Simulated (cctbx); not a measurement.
**Diagnosing a refinement**

Cell a = 8.8990 Å, b = 8.8990 Å, c = 5.2020 Å, α = 90.00°, β = 90.00°, γ = 90.00°; space group I4/mmm (no. 139).

The data are simulated with cctbx, not measured: Cu Kα, λ = 1.54184 Å, to d = 0.8 Å, 80 % of the full sphere, strongest reflection 40000 counts, noise from counting, a 1.5 % proportional error and a noise floor of 4 counts (s.d.); no absorption.

An anisotropic refinement with weights 1/σ² prints:

```text
Rint 0.018, 146 unique reflections to 0.80 A
cycle     R1     wR2    GooF  max shift (A)
   1  0.2299  0.4877  47.458   0.01598
   3  0.1133  0.2586  25.169   0.00000
final R1 0.1133 wR2 0.2586 GooF 25.169  parameters 14  data/parameter 10.4
atom        x        y        z      Ueq    occ   su(xyz)  su(Uiso or U11)
Tb1    0.00000  0.00000  0.00000   0.0042  1.000  0.00000  0.0019
Zn1    0.27311  0.50000  0.00000   0.0047  1.000  0.00061  0.0030
Al1    0.25000  0.75000  0.75000  -0.0093  1.000  0.00000  0.0024  NPD
Ti1    0.83955  0.50000  0.50000   0.0497  1.000  0.00165  0.0075
difference map: max 8.03 min -3.85 rms 1.17
Q1    0.2500  0.2500  0.2500    8    8.12  0.00 A from Al1
Q2    0.0000  0.0000  0.0000    2    6.14  0.00 A from Tb1
Q3    0.0000  0.2356  0.5000    8    4.11  0.08 A from Zn1
Q4    0.0000  0.2579  0.2297   16    1.02  1.40 A from Ti1
Q5    0.0000  0.1987  0.0811   16    0.99  1.32 A from Ti1
Q6    0.0000  0.1297  0.2468   16    0.92  1.58 A from Zn1
```

Q: Accept it or mend it, and why?

Mend it. The fault: elements exchanged: Ti1 is Al and Al1 is Ti. Against the right model at the same level, R1 goes from 0.0048 to 0.1133 and GooF from 0.96 to 25.17, U of Al1 shrinks from 0.0196 to -0.0093 Å², U of Ti1 swells from 0.0193 to 0.0497 Å², the top difference peak, 8.1 e/Å³, lies on Al1 and Al1 goes non-positive-definite. Ti1 has 9 electrons too many and its U swells to shed them, as expected; Al1 has 9 electrons too few and its U shrinks to make up, as expected.

The compound is TbTi4Al4Zn4. The right model at the same level gives:

```text
Rint 0.018, 146 unique reflections to 0.80 A
cycle     R1     wR2    GooF  max shift (A)
   1  0.0129  0.0342   3.324   0.00106
   2  0.0048  0.0099   0.962   0.00000
final R1 0.0048 wR2 0.0099 GooF 0.962  parameters 14  data/parameter 10.4
atom        x        y        z      Ueq    occ   su(xyz)  su(Uiso or U11)
Tb1    0.00000  0.00000  0.00000   0.0091  1.000  0.00000  0.0001
Zn1    0.27301  0.50000  0.00000   0.0090  1.000  0.00002  0.0001
Ti1    0.25000  0.75000  0.75000   0.0196  1.000  0.00000  0.0001
Al1    0.83788  0.50000  0.50000   0.0193  1.000  0.00007  0.0003
difference map: max 0.15 min -0.23 rms 0.04
Q1    0.0000  0.5000  0.0000    4    0.15  1.44 A from Al1
Q2    0.0591  0.0591  0.5000    8    0.14  1.58 A from Zn1
Q3    0.1028  0.1028  0.2463   16    0.13  1.82 A from Tb1
Q4    0.1930  0.1930  0.2414   16    0.11  0.72 A from Ti1
Q5    0.0791  0.2994  0.5000   16    0.11  0.95 A from Zn1
Q6    0.0729  0.0729  0.0000    8    0.10  0.92 A from Tb1
```

The model is made up (kin elements in a known structure type, no relaxation), so it says nothing on whether the phase exists.

[Middle refinement cycles are left out of these outputs.]

[Logs are printed without paths, hosts, clocks, repeated set-up lines and the standing remarks that a program may print on its own settings, such as how far it seeks lower states.]
